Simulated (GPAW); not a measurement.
**H/Rh(111): work function by functional and basis**

How far do functional and basis move the work function of H/Rh(111)?

Calculated with GPAW 26.7.0; GPAW, PAW setups; slab in vacuum, relaxation, in the first sound run; inputs show where later runs differ.

Most raw output is cut from this account.

## 1. The structure

The cell holds 5 atoms: 4 Rh and 1 H. Its edges and angles: a = 2.687 Å, b = 2.687 Å, c = 25.347 Å, α = 90.0°, β = 90.0°, γ = 60.0°. Vacuum lies along c.

Structure file:

```
Rh H
1.0
     2.68701    0.00000    0.00000
     1.34350    2.32702    0.00000
     0.00000    0.00000   25.34745
Rh H
4 1
Direct
  0.00000 0.00000 0.35507
  0.33333 0.33333 0.44162
  0.66667 0.66667 0.52817
  0.00000 0.00000 0.61473
  0.33333 0.33333 0.64493
```

## 2. Relaxation

Forces are removed first; all later runs use this geometry. The lowest 2 atoms are held at bulk positions and keep their forces.

Contents of run.py:

```python
import json
import numpy as np
from ase import Atoms
from ase.constraints import FixAtoms
from ase.optimize import BFGS
from gpaw import GPAW, PW

slab = Atoms(
    ['Rh', 'Rh', 'Rh', 'Rh', 'H'],
    positions=[
        [0.00000, 0.00000, 9.00000],
        [1.34350, 0.77567, 11.19393],
        [2.68701, 1.55134, 13.38786],
        [0.00000, 0.00000, 15.58179],
        [1.34350, 0.77567, 16.34745]],
    cell=[[2.68701, 0.0, 0.0], [1.3435, 2.32702, 0.0], [0.0, 0.0, 25.34745]],
    pbc=[True, True, False])

slab.calc = GPAW(mode=PW(500), xc='PBE', kpts={'size': (13, 13, 1), 'gamma': True},
                 occupations={'name': 'fermi-dirac', 'width': 0.1}, nbands='160%',
                 convergence={'density': 1e-05}, maxiter=200,
                 poissonsolver={'dipolelayer': 'xy'},
                 symmetry={'tolerance': 1e-3, 'extra_ids': [1, 1, 0, 0, 0]}, txt='slab.txt')
result = {}
slab.set_constraint(FixAtoms([0, 1]))
path = []
opt = BFGS(slab, maxstep=0.2)
opt.attach(lambda: path.append((slab.get_potential_energy(), slab.positions.tolist(), slab.get_forces().tolist())))
result['relaxed'] = bool(opt.run(fmax=0.03, steps=40))
result['path'] = path
energy = slab.get_potential_energy()
fermi = slab.calc.get_fermi_level()
v = slab.calc.get_electrostatic_potential().mean((0, 1)) - fermi
n = slab.calc.get_pseudo_density().mean((0, 1))
L = slab.cell[2, 2]
z = np.arange(len(v)) * L / len(v)
low, high = slab.positions[:, 2].min(), slab.positions[:, 2].max()
below, above = np.interp([low - 6.8, high + 6.8], z, v)
slopes = [np.interp(x, z, np.gradient(v, z)) for x in (low - 6.8, high + 6.8)]
eps = np.array([[slab.calc.get_eigenvalues(k, s) for k in range(len(slab.calc.get_ibz_k_points()))]
                for s in range(slab.calc.get_number_of_spins())]) - fermi
top, bottom = eps[eps < 0].max(), eps[eps > 0].min()
dipole = slab.get_dipole_moment()[2]
print(f'energy {energy:.4f} eV, Fermi level {fermi:.4f} eV, dipole {dipole:.5f} e A')
print(f'potential 6.8 A off the faces, from the Fermi level: lower {below:.4f} eV, upper {above:.4f} eV')
print(f'slope of the potential there: lower {slopes[0]:.5f}, upper {slopes[1]:.5f} eV/A')
print(f'nearest levels on the mesh: {top:.4f} and {bottom:.4f} eV')
print('magnetic moment', round(slab.get_magnetic_moment(), 3))
result.update(energy=energy, fermi=fermi, dipole=dipole, below=below, above=above, slopes=slopes, edges=[top, bottom],
              z=z.tolist(), v=v.tolist(), n=n.tolist(), positions=slab.positions.tolist(),
              forces=slab.get_forces(apply_constraint=False).tolist(), moments=slab.get_magnetic_moments().tolist())
json.dump(result, open('result.json', 'w'))
```

On the command line:

```
> OMP_NUM_THREADS=1 OPENBLAS_NUM_THREADS=1 python run.py
```

The job ended after 25 min (1 thread of Arm Neoverse V2, shared host; peak memory 0.26 GiB).

The steps of the relaxation:

| step | energy less that of the first step (eV) | largest force (eV/Å) |
| --- | --- | --- |
| 1 | 0.0000 | 1.2114 |
| 2 | -0.0286 | 1.0891 |
| 3 | -0.1234 | 0.4309 |
| 4 | -0.1260 | 0.3337 |
| 5 | -0.1329 | 0.2884 |
| 6 | -0.1428 | 0.3290 |
| 7 | -0.1531 | 0.2538 |
| 8 | -0.1589 | 0.2628 |
| 9 | -0.1611 | 0.2131 |
| 10 | -0.1621 | 0.1208 |
| 11 | -0.1623 | 0.0326 |
| 12 | -0.1622 | 0.0123 |

The atoms that moved most (Å):

| atom | dx | dy | dz | length |
| --- | --- | --- | --- | --- |
| H5 | 0.000 | 0.000 | 0.306 | 0.306 |
| Rh4 | 0.000 | 0.000 | 0.079 | 0.079 |
| Rh3 | 0.000 | 0.000 | 0.011 | 0.011 |

The relaxed structure:

```cif
data_structure
_symmetry_space_group_name_H-M 'P 1'
_symmetry_Int_Tables_number 1
_cell_length_a 2.6870
_cell_length_b 2.6870
_cell_length_c 25.3475
_cell_angle_alpha 90.000
_cell_angle_beta 90.000
_cell_angle_gamma 60.000
_cell_volume 158.49
loop_
_atom_site_label
_atom_site_type_symbol
_atom_site_fract_x
_atom_site_fract_y
_atom_site_fract_z
_atom_site_occupancy
Rh1 Rh 0.00000 0.00000 0.35507 1
Rh2 Rh 0.33333 0.33333 0.44162 1
Rh3 Rh 0.66667 0.66667 0.52861 1
Rh4 Rh 0.00000 0.00000 0.61786 1
H5 H 0.33333 0.33333 0.65702 1
```

This step gave:

- dipole along the normal: -3.50e-5 e·Å
- levels nearest the Fermi level on the mesh: -0.002398, 0.04013 eV from the Fermi level
- upper work function: 5.137 eV
- lower work function: 5.146 eV

The electrostatic potential energy of an electron (without an applied field's), less the Fermi level, planar mean oscillates, so the rows of the table below give means over windows of 1 Å about each position, cut where the curve ends. Its maxima inside the range that stand out by 2 % of the span (Å: eV): 10.0: -0.664, 12.3: -0.721, 14.6: -0.0992. Its minima: 9.0: -25.8, 11.2: -26.2, 13.4: -26.1, 15.7: -26.3.

Table of electrostatic potential energy of an electron (without an applied field's), less the Fermi level, planar mean by z; means over each step:

| z (Å) | electrostatic potential energy of an electron (without an applied field's), less the Fermi level, planar mean (eV) |
| --- | --- |
| 0 | 5.14 |
| 1 | 5.15 |
| 2 | 5.15 |
| 3 | 5.15 |
| 4 | 5.15 |
| 5 | 5.14 |
| 6 | 5.12 |
| 7 | 4.74 |
| 8 | -0.838 |
| 9 | -20.1 |
| 10 | -3.51 |
| 11 | -19.2 |
| 12 | -6.03 |
| 13 | -15.3 |
| 14 | -10.2 |
| 15 | -8.63 |
| 16 | -17.2 |
| 17 | 0.874 |
| 18 | 4.90 |
| 19 | 5.13 |
| 20 | 5.14 |
| 21 | 5.14 |
| 22 | 5.14 |
| 23 | 5.14 |
| 24 | 5.14 |
| 25 | 5.14 |

The pseudo valence density, planar mean oscillates, so the rows of the table below give means over windows of 2.25 Å about each position, cut where the curve ends. Its maxima inside the range that stand out by 2 % of the span (Å: e/Å³): 9.0: 2.59, 11.3: 2.53, 13.3: 2.54, 15.6: 2.51. Its minima: 10.1: 0.325, 12.2: 0.326, 14.5: 0.296.

Pseudo valence density, planar mean against z; means over each step:

| z (Å) | pseudo valence density, planar mean (e/Å³) |
| --- | --- |
| 3.38 | 2.8e-6 |
| 5.62 | 0.00106 |
| 7.88 | 0.534 |
| 10.12 | 1.13 |
| 12.38 | 1.11 |
| 14.62 | 1.05 |
| 16.88 | 0.505 |
| 19.12 | 0.00127 |
| 21.38 | 0 |

The relaxation lowered the energy of the cell by 0.162 eV (energies extrapolated to zero smearing; the optimiser's log prints free energies). The largest force left on a free atom is 0.012 eV/Å.

## 3. The slab's potential

With the geometry fixed, the planar mean of the potential gives the vacuum level on each side.

This step: GPAW, PAW setups; slab in vacuum (GPAW 26.7.0).

run.py: that of step 2 with these lines changed.

```diff
@@ -3,4 +3,2 @@
 from ase import Atoms
-from ase.constraints import FixAtoms
-from ase.optimize import BFGS
 from gpaw import GPAW, PW
@@ -12,5 +10,5 @@
         [1.34350, 0.77567, 11.19393],
-        [2.68701, 1.55134, 13.38786],
-        [0.00000, 0.00000, 15.58179],
-        [1.34350, 0.77567, 16.34745]],
+        [2.68701, 1.55134, 13.39897],
+        [-0.00000, -0.00000, 15.66122],
+        [1.34350, 0.77567, 16.65386]],
     cell=[[2.68701, 0.0, 0.0], [1.3435, 2.32702, 0.0], [0.0, 0.0, 25.34745]],
@@ -22,10 +20,4 @@
                  poissonsolver={'dipolelayer': 'xy'},
-                 symmetry={'tolerance': 1e-3, 'extra_ids': [1, 1, 0, 0, 0]}, txt='slab.txt')
+                 symmetry={'tolerance': 1e-3}, txt='slab.txt')
 result = {}
-slab.set_constraint(FixAtoms([0, 1]))
-path = []
-opt = BFGS(slab, maxstep=0.2)
-opt.attach(lambda: path.append((slab.get_potential_energy(), slab.positions.tolist(), slab.get_forces().tolist())))
-result['relaxed'] = bool(opt.run(fmax=0.03, steps=40))
-result['path'] = path
 energy = slab.get_potential_energy()
```

It took 3.5 min on 1 thread; peak memory 0.25 GiB.

This step gave:

```
dipole along the normal                    : 3.10e-5 e·Å
levels nearest the Fermi level on the mesh : -0.002383, 0.04015 eV from the Fermi level
upper work function                        : 5.138 eV
lower work function                        : 5.147 eV
```

Table of electrostatic potential energy of an electron (without an applied field's), less the Fermi level, planar mean by z:

| z (Å) | electrostatic potential energy of an electron (without an applied field's), less the Fermi level, planar mean (eV) |
| --- | --- |
| 0.0 | 5.14 |
| 0.5 | 5.15 |
| 1.0 | 5.15 |
| 1.5 | 5.15 |
| 2.0 | 5.15 |
| 2.5 | 5.15 |
| 3.0 | 5.15 |
| 3.5 | 5.15 |
| 4.0 | 5.15 |
| 4.5 | 5.15 |
| 5.0 | 5.15 |
| 5.5 | 5.14 |
| 6.0 | 5.12 |
| 6.5 | 5.06 |
| 7.0 | 4.84 |
| 7.5 | 3.98 |
| 8.0 | 0.663 |
| 8.5 | -11.4 |
| 9.0 | -25.8 |
| 9.5 | -11.6 |
| 10.0 | -0.903 |
| 10.5 | -5.83 |
| 11.0 | -23.2 |
| 11.5 | -19.5 |
| 12.0 | -3.38 |
| 12.5 | -1.94 |
| 13.0 | -15.8 |
| 13.5 | -25.2 |
| 14.0 | -8.38 |
| 14.5 | -0.188 |
| 15.0 | -6.38 |
| 15.5 | -24.1 |
| 16.0 | -18.4 |
| 16.5 | -4.72 |
| 17.0 | 1.71 |
| 17.5 | 4.38 |
| 18.0 | 4.97 |
| 18.5 | 5.10 |
| 19.0 | 5.13 |
| 19.5 | 5.14 |
| 20.0 | 5.14 |
| 20.5 | 5.14 |
| 21.0 | 5.14 |
| 21.5 | 5.14 |
| 22.0 | 5.14 |
| 22.5 | 5.14 |
| 23.0 | 5.14 |
| 23.5 | 5.14 |
| 24.0 | 5.14 |
| 24.5 | 5.14 |
| 25.0 | 5.14 |

The pseudo valence density, planar mean by z:

| z (Å) | pseudo valence density, planar mean (e/Å³) |
| --- | --- |
| 5.5 | 2.3e-4 |
| 6.0 | 8.6e-4 |
| 6.5 | 0.00327 |
| 7.0 | 0.0123 |
| 7.5 | 0.0461 |
| 8.0 | 0.199 |
| 8.5 | 0.895 |
| 9.0 | 2.57 |
| 9.5 | 0.920 |
| 10.0 | 0.343 |
| 10.5 | 0.513 |
| 11.0 | 2.09 |
| 11.5 | 1.63 |
| 12.0 | 0.419 |
| 12.5 | 0.371 |
| 13.0 | 1.23 |
| 13.5 | 2.42 |
| 14.0 | 0.669 |
| 14.5 | 0.299 |
| 15.0 | 0.562 |
| 15.5 | 2.19 |
| 16.0 | 1.52 |
| 16.5 | 0.473 |
| 17.0 | 0.170 |
| 17.5 | 0.0396 |
| 18.0 | 0.00852 |
| 18.5 | 0.00188 |
| 19.0 | 4.0e-4 |
| 19.5 | 9.0e-5 |

Force by atom:

| atom | x (eV/Å) | y (eV/Å) | z (eV/Å) | size |
| --- | --- | --- | --- | --- |
| Rh1 | 0.0000 | 0.0000 | 0.0556 | 0.0556 |
| Rh2 | 0.0000 | 0.0000 | -0.0612 | 0.0612 |
| Rh3 | 0.0000 | 0.0000 | 0.0019 | 0.0019 |
| Rh4 | 0.0000 | 0.0000 | 0.0125 | 0.0125 |
| H5 | 0.0000 | 0.0000 | -0.0090 | 0.0090 |

The potential is flat to 3.4e-5 eV/Å where it is read, so the vacuum is wide enough.

## 4. Self-consistent run: xc = "revPBE"

The same geometry under revPBE, to see how far the functional moves the levels against the vacuum.

run.py: that of step 3 with these lines changed.

```diff
@@ -16,3 +16,3 @@
 
-slab.calc = GPAW(mode=PW(500), xc='PBE', kpts={'size': (13, 13, 1), 'gamma': True},
+slab.calc = GPAW(mode=PW(500), xc='revPBE', kpts={'size': (13, 13, 1), 'gamma': True},
                  occupations={'name': 'fermi-dirac', 'width': 0.1}, nbands='160%',
```

Run time: 2.5 min. Hardware: 1 thread; peak memory 0.25 GiB.

This step gave:

```yaml
dipole_along_the_normal: -0.001518 e·Å
levels_nearest_the_fermi_level_on_the_mesh: -0.02544, 0.004189 eV from the Fermi level
upper_work_function: 5.032 eV
lower_work_function: 4.997 eV
```

The electrostatic potential energy of an electron (without an applied field's), less the Fermi level, planar mean oscillates, so the rows of the table below give means over windows of 1 Å about each position, cut where the curve ends. Its maxima inside the range that stand out by 2 % of the span (Å: eV): 10.0: -0.739, 12.3: -0.796, 14.6: -0.173. Its minima: 9.0: -25.9, 11.2: -26.2, 13.4: -26.1, 15.7: -26.3.

The electrostatic potential energy of an electron (without an applied field's), less the Fermi level, planar mean by z; means over each step:

z (Å), electrostatic potential energy of an electron (without an applied field's), less the Fermi level, planar mean (eV) and a bar from the least value:
```
        0        5.0 ##############################
        1        5.0 ##############################
        2        5.0 ##############################
        3        5.0 ##############################
        4        5.0 ##############################
        5        5.0 ##############################
        6        5.0 ##############################
        7        4.6 #############################
        8       -0.9 #######################
        9      -20.2 
       10       -3.6 ####################
       11      -19.3 #
       12       -6.1 #################
       13      -15.3 ######
       14      -10.3 ############
       15       -8.7 ##############
       16      -17.2 ####
       17        0.8 #########################
       18        4.8 ##############################
       19        5.0 ##############################
       20        5.0 ##############################
       21        5.0 ##############################
       22        5.0 ##############################
       23        5.0 ##############################
       24        5.0 ##############################
       25        5.0 ##############################
```

The pseudo valence density, planar mean by z:

| z (Å) | pseudo valence density, planar mean (e/Å³) |
| --- | --- |
| 5.5 | 2.4e-4 |
| 6.0 | 8.4e-4 |
| 6.5 | 0.00317 |
| 7.0 | 0.0120 |
| 7.5 | 0.0457 |
| 8.0 | 0.198 |
| 8.5 | 0.895 |
| 9.0 | 2.57 |
| 9.5 | 0.920 |
| 10.0 | 0.343 |
| 10.5 | 0.512 |
| 11.0 | 2.09 |
| 11.5 | 1.63 |
| 12.0 | 0.418 |
| 12.5 | 0.370 |
| 13.0 | 1.23 |
| 13.5 | 2.42 |
| 14.0 | 0.669 |
| 14.5 | 0.298 |
| 15.0 | 0.561 |
| 15.5 | 2.19 |
| 16.0 | 1.52 |
| 16.5 | 0.473 |
| 17.0 | 0.170 |
| 17.5 | 0.0392 |
| 18.0 | 0.00827 |
| 18.5 | 0.00182 |
| 19.0 | 4.0e-4 |
| 19.5 | 9.1e-5 |

Force by atom:

| atom | x (eV/Å) | y (eV/Å) | z (eV/Å) | size |
| --- | --- | --- | --- | --- |
| Rh1 | 0.000 | 0.000 | -0.100 | 0.100 |
| Rh2 | 0.000 | 0.000 | -0.055 | 0.055 |
| Rh3 | 0.000 | 0.000 | 0.016 | 0.016 |
| Rh4 | 0.000 | 0.000 | 0.101 | 0.101 |
| H5 | 0.000 | 0.000 | 0.037 | 0.037 |

The upper face's work function is 5.032 eV, against 5.138 eV in the first plane-wave PBE run at this geometry.

## 5. Self-consistent run: xc = "RPBE"

The same geometry under RPBE, to see how far the functional moves the levels against the vacuum.

run.py: that of step 4 with these lines changed.

```diff
@@ -16,3 +16,3 @@
 
-slab.calc = GPAW(mode=PW(500), xc='revPBE', kpts={'size': (13, 13, 1), 'gamma': True},
+slab.calc = GPAW(mode=PW(500), xc='RPBE', kpts={'size': (13, 13, 1), 'gamma': True},
                  occupations={'name': 'fermi-dirac', 'width': 0.1}, nbands='160%',
```

Run time: 2.7 min. Hardware: 1 thread; peak memory 0.25 GiB.

Numbers from this step:

- dipole along the normal: -0.002066 e·Å
- levels nearest the Fermi level on the mesh: -0.02513, 0.006923 eV from the Fermi level
- upper work function: 5.024 eV
- lower work function: 4.973 eV

The upper face's work function is 5.024 eV, against 5.138 eV in the first plane-wave PBE run at this geometry.

## 6. Self-consistent run: xc = "vdW-DF2"

The same geometry under vdW-DF2, to see how far the functional moves the levels against the vacuum (the van der Waals functionals take revPBE setups).

run.py: that of step 5 with these lines changed.

```diff
@@ -16,3 +16,3 @@
 
-slab.calc = GPAW(mode=PW(500), xc='RPBE', kpts={'size': (13, 13, 1), 'gamma': True},
+slab.calc = GPAW(mode=PW(500), xc='vdW-DF2', kpts={'size': (13, 13, 1), 'gamma': True},
                  occupations={'name': 'fermi-dirac', 'width': 0.1}, nbands='160%',
```

Wall time 5.2 min (1 thread); peak memory 0.39 GiB.

This step gave:

```yaml
dipole_along_the_normal: -0.001162 e·Å
levels_nearest_the_fermi_level_on_the_mesh: -0.02961, 0.03102 eV from the Fermi level
upper_work_function: 5.459 eV
lower_work_function: 5.434 eV
```

The electrostatic potential energy of an electron (without an applied field's), less the Fermi level, planar mean oscillates, so the rows of the table below give means over windows of 1 Å about each position, cut where the curve ends. Its maxima inside the range that stand out by 2 % of the span (Å: eV): 10.0: -1.08, 12.3: -1.13, 14.6: -0.516. Its minima: 9.0: -25.8, 11.2: -26.1, 13.4: -26.0, 15.7: -26.2.

The electrostatic potential energy of an electron (without an applied field's), less the Fermi level, planar mean by z; means over each step:

z (Å), electrostatic potential energy of an electron (without an applied field's), less the Fermi level, planar mean (eV) and a bar from the least value:
```
        0        5.4 ##############################
        1        5.4 ##############################
        2        5.4 ##############################
        3        5.4 ##############################
        4        5.4 ##############################
        5        5.4 ##############################
        6        5.4 ##############################
        7        4.9 #############################
        8       -0.8 #######################
        9      -20.1 
       10       -3.9 ###################
       11      -19.3 #
       12       -6.3 ################
       13      -15.4 ######
       14      -10.4 ###########
       15       -8.9 #############
       16      -17.1 ####
       17        1.0 #########################
       18        5.2 ##############################
       19        5.4 ##############################
       20        5.5 ##############################
       21        5.5 ##############################
       22        5.5 ##############################
       23        5.5 ##############################
       24        5.5 ##############################
       25        5.5 ##############################
```

The upper face's work function is 5.459 eV, against 5.138 eV in the first plane-wave PBE run at this geometry.

## 7. Self-consistent run: xc = "LDA"

The same geometry under LDA, to see how far the functional moves the levels against the vacuum.

run.py: that of step 6 with these lines changed.

```diff
@@ -16,3 +16,3 @@
 
-slab.calc = GPAW(mode=PW(500), xc='vdW-DF2', kpts={'size': (13, 13, 1), 'gamma': True},
+slab.calc = GPAW(mode=PW(500), xc='LDA', kpts={'size': (13, 13, 1), 'gamma': True},
                  occupations={'name': 'fermi-dirac', 'width': 0.1}, nbands='160%',
```

Wall time 2.7 min (1 thread); peak memory 0.25 GiB.

Numbers from this step:

- dipole along the normal: 0.003932 e·Å
- levels nearest the Fermi level on the mesh: -0.01823, 0.04013 eV from the Fermi level
- upper work function: 5.410 eV
- lower work function: 5.532 eV

The electrostatic potential energy of an electron (without an applied field's), less the Fermi level, planar mean oscillates, so the rows of the table below give means over windows of 1 Å about each position, cut where the curve ends. Its maxima inside the range that stand out by 2 % of the span (Å: eV): 10.0: -0.289, 12.3: -0.347, 14.6: 0.270. Its minima: 9.0: -25.6, 11.2: -26.0, 13.4: -25.9, 15.7: -26.1.

The electrostatic potential energy of an electron (without an applied field's), less the Fermi level, planar mean by z; means over each step:

| z (Å) | electrostatic potential energy of an electron (without an applied field's), less the Fermi level, planar mean (eV) |
| --- | --- |
| 0 | 5.51 |
| 1 | 5.53 |
| 2 | 5.53 |
| 3 | 5.53 |
| 4 | 5.53 |
| 5 | 5.53 |
| 6 | 5.51 |
| 7 | 5.13 |
| 8 | -0.495 |
| 9 | -19.9 |
| 10 | -3.16 |
| 11 | -19.0 |
| 12 | -5.69 |
| 13 | -15.0 |
| 14 | -9.90 |
| 15 | -8.32 |
| 16 | -17.0 |
| 17 | 1.08 |
| 18 | 5.17 |
| 19 | 5.40 |
| 20 | 5.41 |
| 21 | 5.41 |
| 22 | 5.41 |
| 23 | 5.41 |
| 24 | 5.41 |
| 25 | 5.42 |

The upper face's work function is 5.410 eV, against 5.138 eV in the first plane-wave PBE run at this geometry.

## 8. OptPBE vdW: xc = "optPBE-vdW"

The same geometry under optPBE-vdW, to see how far the functional moves the levels against the vacuum (the van der Waals functionals take revPBE setups).

run.py: that of step 7 with these lines changed.

```diff
@@ -16,3 +16,3 @@
 
-slab.calc = GPAW(mode=PW(500), xc='LDA', kpts={'size': (13, 13, 1), 'gamma': True},
+slab.calc = GPAW(mode=PW(500), xc='optPBE-vdW', kpts={'size': (13, 13, 1), 'gamma': True},
                  occupations={'name': 'fermi-dirac', 'width': 0.1}, nbands='160%',
```

Elapsed: 3 min, on 1 thread; peak memory 0.39 GiB.

Numbers from this step:

* dipole along the normal: -0.001437 e·Å
* levels nearest the Fermi level on the mesh: -0.02514, 0.03932 eV from the Fermi level
* upper work function: 5.340 eV
* lower work function: 5.307 eV

The upper face's work function is 5.340 eV, against 5.138 eV in the first plane-wave PBE run at this geometry.

(Continued in part 2 of 2.)

[Logs are printed without paths, hosts, clocks, repeated set-up lines and the standing remarks that a program may print on its own settings, such as how far it seeks lower states.]

[Hosts, paths, dates, database ids (printed as entryN), source tags and the programs' standing remarks are cut or masked in the printed files.]
